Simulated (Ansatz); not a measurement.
# The perfect Rh wire along [110], 9 atoms a period, part 2 of 2

Aim: is the Rh wire along [110], 9 atoms a period a metal or a semiconductor?

Ansatz 0.2.0; DFT PBE, plane waves, PAW; relaxation of a wire's period; PAW set soft_1 (the session's first sound run).

So far: Set-up; The relaxed wire.

### Step 2. The relaxed wire (continued)

Relaxation path:

| step | energy less that of the first step (eV) | largest force component (eV/Å) | pressure (GPa) | volume (Å³) |
| --- | --- | --- | --- | --- |
| 1 | 0.0000 | 1.6439 | -3.97 | 478.39 |
| 2 | -0.6570 | 0.4161 | 0.76 | 466.57 |
| 3 | -0.6992 | 0.0741 | -0.13 | 468.33 |
| 4 | -0.7007 | 0.0110 | 0.02 | 468.05 |
| 5* | -0.6986 | 0.0115 | 0.03 | 468.05 |

Relaxation steps marked * repeat the geometry before them on a plane-wave basis chosen anew for their cell, so energy and pressure can jump there.

Forces are held to the 8 operations that the run works with; a distortion that breaks them can't arise in this run.

| cell as run | before | after | change |
| --- | --- | --- | --- |
| c (Å) | 2.708 | 2.650 | -2.2 % |

The atoms that moved most (Å, along periodic axes as changes of fractional coordinates times the final cell, across vacuum about the mean position):

| atom | dx | dy | dz | length |
| --- | --- | --- | --- | --- |
| Rh1 | 0.230 | 0.000 | 0.000 | 0.230 |
| Rh4 | -0.230 | 0.000 | 0.000 | 0.230 |
| Rh2 | 0.000 | 0.084 | 0.000 | 0.084 |
| Rh9 | 0.000 | -0.084 | 0.000 | 0.084 |
| Rh6 | 0.055 | 0.023 | 0.000 | 0.059 |
| Rh8 | -0.055 | 0.023 | 0.000 | 0.059 |
| Rh5 | 0.055 | -0.023 | 0.000 | 0.059 |
| Rh7 | -0.055 | -0.023 | 0.000 | 0.059 |

Numbers from this step:

```
energy at zero smearing    : -57616.9905 eV
cell length along the wire : 2.650 Å
```

The cell's length comes to 2.650 Å with spin left out.

### Step 3. The wire at its relaxed period

This step: DFT PBE, plane waves, PAW; bands of a perfect wire; PAW set soft_1 (Ansatz 0.2.0).

At the relaxed period the bands are computed along the axis; those that cross an energy going forward count the channels that a perfect wire would open there.

File input.yaml:

```yaml
crystal:
  lattice:
    - [14.46, 0.0, 0.0]
    - [0.0, 12.216, 0.0]
    - [0.0, 0.0, 2.6496824454]
  atoms:
    - { symbol: Rh, position: [0.251043826, 0.500017925, 0.0] }
    - { symbol: Rh, position: [0.5, 0.285200792, 0.0] }
    - { symbol: Rh, position: [0.5, 0.500017925, 0.0] }
    - { symbol: Rh, position: [0.748956174, 0.500017925, 0.0] }
    - { symbol: Rh, position: [0.371349172, 0.387266419, 0.5] }
    - { symbol: Rh, position: [0.371349172, 0.612769431, 0.5] }
    - { symbol: Rh, position: [0.628650828, 0.387266419, 0.5] }
    - { symbol: Rh, position: [0.628650828, 0.612769431, 0.5] }
    - { symbol: Rh, position: [0.5, 0.714835058, 0.0] }
kpoints:
  mp_grid: { grid: [1, 1, 31] }
  band_path: { path: ["Γ", Z], npoints: 90 }
scf:
  occupations: { method: fermi_dirac, width: 0.05 }
hamiltonian:
  xc: pbe
  pseudopotentials: { kind: paw, azcp: { folder: soft_1 } }
output:
  dos: { e_range: [-5, 4] }
  write_potential: true
  write_density: true
  volumetric_format: npy
```

The run is started by

```
$ ansatz run input.yaml --threads 8 --pin off --max-ram 16384MiB --backend cpu --events-out ev --progress --plain --runs-dir out
```

Numbers of over 12 decimals in the logs are rounded to 6 here.

The program printed:

```text
[...]
Crystal: 9 atoms, lattice volume = 468.049 Å³
Basis set: ecut = 420 eV, 9225 PW (Γ)
Bands: 92, of which v1, the nominal top of the filled ones, is band 77 counted from 1 (76 counted from 0)
Symmetry: 8 space group operations
[...]
k-points: 16 of 31
[...]
SCF iter   1: F=—  HF=-57620.973486 eV  |F-HF|=—  |Δ(HF+E_count)|=         —  Δρ=4.77e-2  dr2=1.55e1  ethr=3.10e-3  ⟨swp⟩=8.4  Hψ=6311  notcnv=0  defer=7
[...]
SCF iter  11: F=-57617.056316 eV  HF=-57617.056316 eV  |F-HF|=9.23e-9  |Δ(HF+E_count)|=   2.57e-7  Δρ=2.02e-6  dr2=2.90e-8  ethr=6.54e-11  ⟨swp⟩=11.8  Hψ=4422  notcnv=0
SCF 1 converged in 11 iterations: F = -57617.056316 eV  dr2 = 2.90e-8
[...]
NSCF: frozen V_eff on 91 k-points
WARN: The output density's exchange-correlation potential varies sharply where the density is thin. Do not read a vacuum level from v_tot or v_xc, or from such a field of the output density. On a cell that repeats whose density bears no net charge and no dipole along the vacuum's axis use v_es (v_loc + v_h of the components); under efield.dipole_correction with no amplitude use v_es + v_field, which holds any externa [...]
SCF converged after 11 iterations
Free energy (F): -57617.056316 eV
[...]
Internal energy: -57616.915646 eV  (E = F + TS)
E sigma→0 (E₀):  -57616.985981 eV
Entropy (-TS):   -0.140669 eV (-15.630 meV/atom)
Fermi energy:    2.503806 eV
[...]
--- Band table (eV; the first three rows and the last of 16) ---
  k-point 0: bands = [... 73 lower, 1.9232, 2.1350, 2.2024, 2.3011, 2.3321, 2.4237, 2.5638, 2.7498, ... 11 higher]
  k-point 1: bands = [... 73 lower, 1.9398, 2.0978, 2.1495, 2.1697, 2.4033, 2.5146, 2.7193, 2.7285, ... 11 higher]
  k-point 2: bands = [... 73 lower, 1.8949, 1.9471, 2.0932, 2.2345, 2.5006, 2.5889, 2.6208, 2.7761, ... 11 higher]
  k-point 15: bands = [... 73 lower, 2.7383, 2.8412, 2.8535, 2.9057, 3.1239, 3.2045, 3.2360, 3.4100, ... 11 higher]
```

Run time: 3.7 min. Hardware: 8 threads of Arm Neoverse N1, shared host; peak memory 2.8 GiB; 6.6 min of CPU time.

This step gave:

```yaml
energy_at_zero_smearing: -57616.9860 eV
band_gap: 0 eV
```

Electronic bands along the path, in eV, zero at the Fermi level:

| point | band 74 | band 75 | band 76 | band 77 | band 78 | band 79 | band 80 | band 81 |
| --- | --- | --- | --- | --- | --- | --- | --- | --- |
| Γ | -0.58 | -0.37 | -0.30 | -0.20 | -0.17 | -0.08 | 0.06 | 0.25 |
| halfway | -0.81 | -0.54 | -0.34 | -0.30 | -0.06 | 0.09 | 0.15 | 0.23 |
| Z | 0.24 | 0.34 | 0.36 | 0.40 | 0.63 | 0.70 | 0.75 | 0.92 |

Between Γ and Z the bands cross the Fermi level 11 times, so a perfect wire would conduct at least 11 G₀, with spin left out.

### Step 4. Results

- cell length, PBE: 2.650 Å
- ballistic conductance by band crossings, a lower bound, PBE: 11 G₀

What this shows: Under PBE the cell's length is 2.65 Å, and the bands cross the Fermi level 11 times between Γ and Z, which gives a perfect wire at least 11 G₀ (opposite crossings within one step of the path cancel in such a count). No spin was allowed, though thin wires with open d shells can turn magnetic.

[Logs are printed without paths, hosts, clocks, repeated set-up lines and the standing remarks that a program may print on its own settings, such as how far it seeks lower states.]

[Hosts, paths, dates, database ids (printed as entryN), source tags and the programs' standing remarks are cut or masked in the printed files.]
